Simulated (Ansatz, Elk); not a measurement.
# How far do independent atoms describe Ga3B?

The structure of Ga3B used here is made up (a known structure type with other elements) and was relaxed beforehand with PBE. The aim is the Fourier transform of its all-electron density, F(hkl), set beside the sum over free spherical atoms that refinements use.

Method: DFT, PBE, all-electron APW+lo, Dirac cores, scalar-relativistic bands, static density, no spin, in Elk 11.2.3 (patched build).

The structure was built from a prototype and need not be the compound's stable phase.

## Step 1: Starting point

It takes space group Pm-3n (No. 223, cubic). The conventional cell has a = 5.036 Å, b = 5.036 Å, c = 5.036 Å, α = 90.00°, β = 90.00°, γ = 90.00°. Nearest to Ga lie 2 Ga at 2.52 Å. Nearest to B lie 12 Ga at 2.82 Å. Farther neighbours are not listed.

## Step 2: Ground state and structure factors

An all-electron density is needed, since X-rays see the cores too. Task 0 finds the density and task 195 Fourier-transforms it; tshift is off so that phases refer to the origin typed.

elk.in reads:

```
tasks
  0
  195

xctype
  20

spinpol
  .false.

rgkmax
  7.0

gmaxvr
  14.0

lmaxo
  7

lmaxapw
  8

swidth
  0.002

tshift
  .false.

ramdisk
  .false.

hmaxvr
  5.5

maxscl
  120

epspot
  1e-06

sppath
  './'

avec
  9.51733636126 0.00000000000 -0.00000000000
  0.00000000000 9.51733636126 0.00000000000
  -0.00000000000 0.00000000000 9.51733636126

atoms
  2
  'Ga.in'
  6
  0.5000000000 0.2500000000 -0.0000000000   0.000000 0.000000 0.000000
  0.5000000000 0.7500000000 0.0000000000   0.000000 0.000000 0.000000
  -0.0000000000 0.5000000000 0.7500000000   0.000000 0.000000 0.000000
  -0.0000000000 0.5000000000 0.2500000000   0.000000 0.000000 0.000000
  0.7500000000 -0.0000000000 0.5000000000   0.000000 0.000000 0.000000
  0.2500000000 0.0000000000 0.5000000000   0.000000 0.000000 0.000000
  'B.in'
  2
  0.5000000000 0.5000000000 0.5000000000   0.000000 0.000000 0.000000
  -0.0000000000 -0.0000000000 0.0000000000   0.000000 0.000000 0.000000

ngridk
  5 5 5
```

The run is started by

```
$ OMP_NUM_THREADS=4 elk
```

Numbers of over 12 decimals in the logs are rounded to 6 here.

What it wrote:

```text
┌─────────────────────────┐
│ Elk code version 11.2.3 │
└─────────────────────────┘

All units are atomic (Hartree, Bohr, etc.)

┌─────────────────────────────────────────────────┐
│ Ground-state run starting from atomic densities │
└─────────────────────────────────────────────────┘

Lattice vectors :
   9.517336361       0.000000000      -0.000000000
   0.000000000       9.517336361       0.000000000
  -0.000000000       0.000000000       9.517336361

Reciprocal lattice vectors :
  0.6601831719      -0.000000000       0.000000000
  -0.000000000      0.6601831719      -0.000000000
   0.000000000      -0.000000000      0.6601831719

Unit cell volume      :    862.0773907
Brillouin zone volume :   0.2877354355

Muffin-tin inner radius fraction :   0.1000000000E-01

Nuclei treated as point charges

Species : 1 (Ga)
 parameters loaded from : Ga.in
 name : gallium
 nuclear charge    :   -31.00000000
 electronic charge :    31.00000000
 atomic mass :    127097.2539
 muffin-tin radius :    2.354334090
 number of radial points in muffin-tin :    993
 inner part over the whole radius :   0.9852009162E-02
 number on inner part of muffin-tin    :    701
 approximate nuclear radius :   0.7562051033E-04
 number of mesh points to nuclear radius :    339
 atomic positions (lattice), magnetic fields (Cartesian) :
  1 :   0.50000000  0.25000000  0.00000000    0.00000000  0.00000000  0.00000000
  2 :   0.50000000 -0.25000000  0.00000000    0.00000000  0.00000000  0.00000000
  3 :   0.00000000  0.50000000 -0.25000000    0.00000000  0.00000000  0.00000000
  4 :   0.00000000  0.50000000  0.25000000    0.00000000  0.00000000  0.00000000
  5 :  -0.25000000  0.00000000  0.50000000    0.00000000  0.00000000  0.00000000
  6 :   0.25000000  0.00000000  0.50000000    0.00000000  0.00000000  0.00000000

Species : 2 (B)
 parameters loaded from : B.in
 name : boron
 nuclear charge    :   -5.000000000
 electronic charge :    5.000000000
 atomic mass :    19707.24742
 muffin-tin radius :    1.800000000
 number of radial points in muffin-tin :    593
 inner part over the whole radius :   0.9957276294E-02
 number on inner part of muffin-tin    :    405
 approximate nuclear radius :   0.4534157419E-04
 number of mesh points to nuclear radius :    161
 atomic positions (lattice), magnetic fields (Cartesian) :
  1 :   0.50000000  0.50000000  0.50000000    0.00000000  0.00000000  0.00000000
  2 :   0.00000000  0.00000000  0.00000000    0.00000000  0.00000000  0.00000000

Total number of atoms per unit cell :    8
Total muffin-tin volume :    376.8356109
 ratio of muffin-tin to unit cell volume :   0.4371250365

Spin treatment :
 spin-unpolarised

Number of Bravais lattice symmetries :   48
Number of crystal symmetries         :   48
Crystal has inversion symmetry
Real symmetric eigensolver will be used

k-point grid :      5     5     5
k-point offset :    0.000000000       0.000000000       0.000000000
k-point set is reduced with full crystal symmetry group
Total number of k-points :       10

Muffin-tin radius times maximum |G+k| :    7.000000000
 using average radius
Maximum |G+k| for APW functions       :    3.159200364
Maximum (1/2)|G+k|²                   :    4.990273470
Maximum |G| for potential and density :    14.00000000
Constant for pseudocharge density :    8
 order of it for each species :   15  15
 order of it for pair densities of each species (exact exchange by exxq0 0: 16) :   11   5
Radial integration step length :    1

G-vector grid sizes :     45    45    45
Number of G-vectors :    39847

Maximum angular momentum used for
 APW functions            :    8
 outer part of muffin-tin :    7
 inner part of muffin-tin :    2

Total nuclear charge    :   -196.0000000
Total core charge       :    112.0000000
Total valence charge    :    84.00000000
Total excess charge     :    0.000000000
Total electronic charge :    196.0000000

Effective Wigner radius, rₛ :    1.016405933

Number of empty states         :     32
Total number of valence states :     75
[...]
Hartree                     :      3554.3883119126
 Madelung                    :     -14159.845626361
 xc potential                :     -598.71184023367
 exchange                    :     -452.26531431898
 correlation                 :     -9.408539
 electron entropic           :    -0.17800354164262E-02
 total energy                :     -11716.717400364

Density of states at Fermi energy :    137.5220541
 (states/Hartree/unit cell)

Estimated indirect band gap :   0.2954220368E-02
 from k-point 4 to k-point 9
Estimated direct band gap   :   0.1563816093E-01
 at k-point 4

Charges :
 core                        :    112.0000000
 valence                     :    84.00000000
 interstitial                :    12.01692161
 muffin-tins (core leakage)
  species : 1 (Ga)
[...]
species : 2 (B)
[...]
total in muffin-tins        :    183.9830784
 total calculated charge     :    195.9937026
 total charge                :    196.0000000
 error                       :   0.6297409599E-02

RMS change in Kohn-Sham potential (target) :    2.061887744     (  0.1000000000E-05)
Absolute change in total energy (target)   :    1.345330706     (  0.1000000000E-03)

[... loops 3 to 14 left out ...]

┌──────────────────┐
│ Loop number : 15 │
└──────────────────┘

Energies :
 Fermi                       :     0.239028
 sum of occupied eigenvalues :     -6715.8179103259
 electron kinetic            :      11945.003155331
 core electron kinetic       :      11132.920580076
 Coulomb                     :     -23197.140891985
 Coulomb potential           :     -18060.103202583
 nuclear-nuclear             :     -1610.2677634446
 electron-nuclear            :     -25151.730841902
 Hartree                     :      3564.8577133618
 Madelung                    :     -14167.089290693
 xc potential                :     -600.71786307352
 exchange                    :     -452.63915349607
 correlation                 :     -9.414547
 electron entropic           :    -0.19233662195552E-02
 total energy                :     -11714.193360019

Density of states at Fermi energy :    150.4879930
 (states/Hartree/unit cell)

Estimated indirect band gap :   0.3560724324E-02
 from k-point 9 to k-point 7
Estimated direct band gap   :   0.6695107949E-02
 at k-point 4

Charges :
 core                        :    112.0000000
 valence                     :    84.00000000
 interstitial                :    11.78992699
 muffin-tins (core leakage)
  species : 1 (Ga)
[...]
species : 2 (B)
[...]
total in muffin-tins        :    184.2100730
 total calculated charge     :    195.9938916
 total charge                :    196.0000000
 error                       :   0.6108432364E-02

RMS change in Kohn-Sham potential (target) :   0.1012425858E-06 (  0.1000000000E-05)
Absolute change in total energy (target)   :   0.2673466952E-04 (  0.1000000000E-03)

Convergence targets achieved

┌──────────────────┐
│ Loop number : 16 │
└──────────────────┘

Energies :
 Fermi                       :     0.239028
 sum of occupied eigenvalues :     -6715.8179090990
 electron kinetic            :      11945.003153424
 core electron kinetic       :      11132.920578657
 Coulomb                     :     -23197.140889971
 Coulomb potential           :     -18060.103201237
 nuclear-nuclear             :     -1610.2677634446
 electron-nuclear            :     -25151.730839266
 Hartree                     :      3564.8577127395
 Madelung                    :     -14167.089289352
 xc potential                :     -600.71786128540
 exchange                    :     -452.63915345193
 correlation                 :     -9.414547
 electron entropic           :    -0.19233662290914E-02
 total energy                :     -11714.193359865

Density of states at Fermi energy :    150.4879942
 (states/Hartree/unit cell)

Estimated indirect band gap :   0.3560723823E-02
 from k-point 9 to k-point 7
Estimated direct band gap   :   0.6695108887E-02
 at k-point 4

Charges :
 core                        :    112.0000000
 valence                     :    84.00000000
 interstitial                :    11.78992694
 muffin-tins (core leakage)
  species : 1 (Ga)
[...]
atom 6                    :    29.52462101     (  0.9492769572E-03)
  species : 2 (B)
   atom 1                    :    3.531173496     (  0.6411988040E-04)
   atom 2                    :    3.531173496     (  0.6411988040E-04)
 total in muffin-tins        :    184.2100731
 total calculated charge     :    195.9938916
 total charge                :    196.0000000
 error                       :   0.6108432353E-02

┌──────────────────────────────┐
│ Self-consistent loop stopped │
└──────────────────────────────┘

Warning : core states of species 1 leak from the muffin-tin :   0.9492769572E-03

Wrote STATE.OUT
```

Elapsed: 37 s, on 4 threads of Arm Neoverse V1, shared host; peak memory 0.25 GiB.

SFACRHO.OUT:

```text

h k l indices transformed by vhmat matrix:
   1.000000000       0.000000000       0.000000000    
   0.000000000       1.000000000       0.000000000    
   0.000000000       0.000000000       1.000000000    

      h      k      l  multipl.   |H|            Re(F)            Im(F)           |F|

      0      0      0      1   0.0000000       196.00000      0.40731027E-16   196.00000    
      0      0      1      6  0.66018317       0.0000000      0.70747691E-14  0.70747691E-14
      0     -1      1     12  0.93364000      -47.206691      0.65147037E-14   47.206691    
     -1     -1     -1      8   1.1434708     -0.93466618E-14 -0.88484510E-15  0.93884524E-14
      0      0     -2      6   1.3203663       55.534572      0.12701544E-13   55.534572    
     -1     -2      0     12   1.4762145       96.120819      0.17128172E-13   96.120819    
      1      0     -2     12   1.4762145      -96.120819      0.56548744E-14   96.120819    
     -2      1      1     24   1.6171119       51.049170     -0.55829747E-14   51.049170    
     -2      2      0     12   1.8672800      -39.809671     -0.21717445E-13   39.809671    
     -2      1     -2     24   1.9805495       0.0000000     -0.16670738E-13  0.16670738E-13
     -3      0      0      6   1.9805495     -0.74773294E-14 -0.15665471E-13  0.17358497E-13
      0      3     -1     12   2.0876825      -38.072236     -0.56024963E-14   38.072236    
      1     -3      0     12   2.0876825      -38.072236     -0.14483274E-13   38.072236    
      3     -1      1     24   2.1895799      0.26170653E-14  0.69773958E-15  0.27084814E-14
      2      2      2      8   2.2869416      -116.06723      0.27977990E-13   116.06723    
      0      3     -2     12   2.3803243       78.037000     -0.46302816E-14   78.037000    
     -3      0      2     12   2.3803243      -78.037000     -0.15165308E-13   78.037000    
     -3      1      2     24   2.4701792       41.633088     -0.59581181E-14   41.633088
```

Elk indexes on the primitive cell of elk.in and gives |H| = 4π sin θ/λ in inverse bohr. Below, one row stands for each form hkl of the conventional cell (m members, Friedel mates merged), F is for one primitive cell and the density is static (no thermal factor). Free-atom factors are Waasmaier and Kirfel's, and R is Σm||F|−|F'||/Σm|F|.

| hkl | m | sin θ/λ (Å⁻¹) | abs F, DFT | neutral atoms | diff. |
| --- | --- | --- | --- | --- | --- |
| 100 | 6 | 0.099 | 0.000 | 0.000 | +0.000 |
| 110 | 12 | 0.140 | 47.207 | 47.366 | -0.160 |
| 111 | 8 | 0.172 | 0.000 | 0.000 | +0.000 |
| 200 | 6 | 0.199 | 55.535 | 55.390 | +0.145 |
| 210 | 24 | 0.222 | 96.121 | 96.623 | -0.502 |
| 211 | 24 | 0.243 | 51.049 | 51.474 | -0.425 |
| 220 | 12 | 0.281 | 39.810 | 40.137 | -0.327 |
| 221 | 24 | 0.298 | 0.000 | 0.000 | +0.000 |
| 300 | 6 | 0.298 | 0.000 | 0.000 | +0.000 |
| 310 | 24 | 0.314 | 38.072 | 38.220 | -0.148 |
| 311 | 24 | 0.329 | 0.000 | 0.000 | +0.000 |
| 222 | 8 | 0.344 | 116.067 | 116.626 | -0.559 |
| 320 | 24 | 0.358 | 78.037 | 78.353 | -0.316 |
| 321 | 48 | 0.371 | 41.633 | 41.795 | -0.162 |

## Step 3: The highest occupied states alone

An energy window below the Fermi level keeps the highest occupied states, to see at which angles they scatter; shallow core shells can lie inside it and anion s states outside. No new self-consistency is needed.

Edit elk.in of step 2 so:

```diff
@@ -1,3 +1,2 @@
 tasks
-  0
   195
@@ -40,2 +39,5 @@
 
+wsfac
+  -0.312210 0.539030
+
 sppath
```

The run is started by

```
$ OMP_NUM_THREADS=4 elk
```

What it wrote:

```text
┌─────────────────────────────────┐
│ Elk code version 11.2.3 started │
└─────────────────────────────────┘

Info(readinput): the functional depends on the density's gradient
 muffin-tin radial points multiplied by    2.00000
 (not where nrmtscf is given)

┌────────────────────┐
│ Current task : 195 │
└────────────────────┘
Info(checkmt): changed muffin-tin radius of species 1 (Ga) from   2.4000 to   2.3543

Info(sfacrho): density structure factors written to SFACRHO.OUT

 Energy window :  -0.3122100000      0.5390300000

┌──────────────────┐
│ Elk code stopped │
└──────────────────┘
```

It took 16 s on 4 threads; peak memory 0.17 GiB; 18 s of CPU time.

States within 15 eV below the Fermi level hold 49.63 electrons; any levels below the window count with the cores, and a count that is not whole means the window cuts a band. Their amplitudes can exceed the total, where window and core parts have opposite phase:

| hkl | sin θ/λ (Å⁻¹) | abs F, window | abs F, all |
| --- | --- | --- | --- |
| 100 | 0.099 | 0.000 | 0.000 |
| 110 | 0.140 | 6.369 | 47.207 |
| 111 | 0.172 | 0.000 | 0.000 |
| 200 | 0.199 | 9.276 | 55.535 |
| 210 | 0.222 | 13.373 | 96.121 |
| 211 | 0.243 | 6.897 | 51.049 |
| 220 | 0.281 | 4.907 | 39.810 |
| 221 | 0.298 | 0.000 | 0.000 |
| 300 | 0.298 | 0.000 | 0.000 |
| 310 | 0.314 | 4.809 | 38.072 |

## Step 4: Another functional

The difference from free atoms is small, so it is set against the change that LDA (Perdew-Wang) makes.

Edit elk.in of step 3 so:

```diff
@@ -1,2 +1,3 @@
 tasks
+  0
   195
@@ -4,3 +5,3 @@
 xctype
-  20
+  3
 
@@ -39,5 +40,2 @@
 
-wsfac
-  -0.312210 0.539030
-
 sppath
```

The run is started by

```
$ OMP_NUM_THREADS=4 elk
```

What it wrote:

```text
┌─────────────────────────┐
│ Elk code version 11.2.3 │
└─────────────────────────┘

All units are atomic (Hartree, Bohr, etc.)

┌─────────────────────────────────────────────────┐
│ Ground-state run starting from atomic densities │
└─────────────────────────────────────────────────┘

Lattice vectors :
   9.517336361       0.000000000      -0.000000000
   0.000000000       9.517336361       0.000000000
  -0.000000000       0.000000000       9.517336361

Reciprocal lattice vectors :
  0.6601831719      -0.000000000       0.000000000
[...]
muffin-tins (core leakage)
  species : 1 (Ga)
[...]
species : 2 (B)
   atom 1                    :    3.520421263     (  0.6590562501E-04)
   atom 2                    :    3.520421263     (  0.6590562501E-04)
 total in muffin-tins        :    184.3491747
 total calculated charge     :    195.9937028
 total charge                :    196.0000000
 error                       :   0.6297197615E-02

┌──────────────────────────────┐
│ Self-consistent loop stopped │
└──────────────────────────────┘

Warning : core states of species 1 leak from the muffin-tin :   0.9775413153E-03

Wrote STATE.OUT
[key lines of the parts left out:]
total energy                :     -11696.984017155
```

Elapsed: 23 s, on 4 threads; peak memory 0.19 GiB; 56 s of CPU time.

Against the first run R = 0.06 %; the largest change is -0.116 at 222.

## Step 5: A coarser k-mesh

About half the k-points along each axis test the sampling.

Edit elk.in of step 4 so:

```diff
@@ -5,3 +5,3 @@
 xctype
-  3
+  20
 
@@ -64,2 +64,2 @@
 ngridk
-  5 5 5
+  2 2 2
```

The run is started by

```
$ OMP_NUM_THREADS=4 elk
```

What it wrote:

```text
┌─────────────────────────┐
│ Elk code version 11.2.3 │
└─────────────────────────┘

All units are atomic (Hartree, Bohr, etc.)

┌─────────────────────────────────────────────────┐
│ Ground-state run starting from atomic densities │
└─────────────────────────────────────────────────┘

Lattice vectors :
   9.517336361       0.000000000      -0.000000000
   0.000000000       9.517336361       0.000000000
  -0.000000000       0.000000000       9.517336361

Reciprocal lattice vectors :
  0.6601831719      -0.000000000       0.000000000
[...]
muffin-tins (core leakage)
  species : 1 (Ga)
[...]
species : 2 (B)
   atom 1                    :    3.530030856     (  0.6419670350E-04)
   atom 2                    :    3.530030856     (  0.6419670350E-04)
 total in muffin-tins        :    184.2978898
 total calculated charge     :    195.9938450
 total charge                :    196.0000000
 error                       :   0.6154985090E-02

┌──────────────────────────────┐
│ Self-consistent loop stopped │
└──────────────────────────────┘

Warning : core states of species 1 leak from the muffin-tin :   0.9504230414E-03

Wrote STATE.OUT
[key lines of the parts left out:]
total energy                :     -11714.233989230
```

It took 27 s on 4 threads; peak memory 0.23 GiB.

Against the first run R = 0.01 %; the largest change is +0.214 at 200.

## Step 6: Settings against the effect

| run | R against the first run (%) | R against neutral atoms, low angle (%) | wall time |
| --- | --- | --- | --- |
| PBE, rgkmax 7 | 0.00 | 0.59 | 37 s |
| LDA (Perdew-Wang) | 0.06 | 0.58 | 23 s |
| k-mesh 2×2×2 | 0.01 | 0.63 | 27 s |

## Step 7: Results

| Property | Result |
| --- | --- |
| R against neutral atoms, sin θ/λ < 0.3 Å⁻¹ | 0.59 % |
| R against neutral atoms, 0.3 to 0.82 Å⁻¹ | 0.23 % |

What this shows: Independent neutral atoms miss the calculated amplitudes by R = 0.59 % below 0.3 Å⁻¹ and 0.23 % from there to 0.82 Å⁻¹; by shells, 0.34 % below 0.15 Å⁻¹ (1 form), 0.62 % 0.15 to 0.3 (4 forms), 0.35 % 0.3 to 0.45 (9 forms), 0.21 % above 0.45 (48 forms). Bonding, aspherical density and the tables' own atoms all enter these figures, and the runs don't part them. The largest change of an amplitude is -0.56 electrons, at 222. The window's part falls from 49.6 electrons at the origin to at most 6.44 between 0.45 and 0.82 Å⁻¹, where compact states inside the window still scatter. The window holds more than the 24 outer electrons of the free atoms, so shallow core shells lie inside it. Below 0.3 Å⁻¹ the changes that finished (LDA (Perdew-Wang) and k-mesh 2×2×2) move F by R = 0.08 % at most, against the 0.59 % that separates it from free atoms. A single amplitude moves by up to 0.21 electrons, against 0.56 for the largest difference from free atoms. The basis has no finished test. Part of the difference isn't bonding: the tables are fits to free atoms and ions calculated by other methods than this functional. Thermal motion, anomalous dispersion and extinction are left out.

[Logs are printed without paths, hosts, clocks, repeated set-up lines and the standing remarks that a program may print on its own settings, such as how far it seeks lower states.]

[Hosts, paths, dates, database ids (printed as entryN), source tags and the programs' standing remarks are cut or masked in the printed files.]
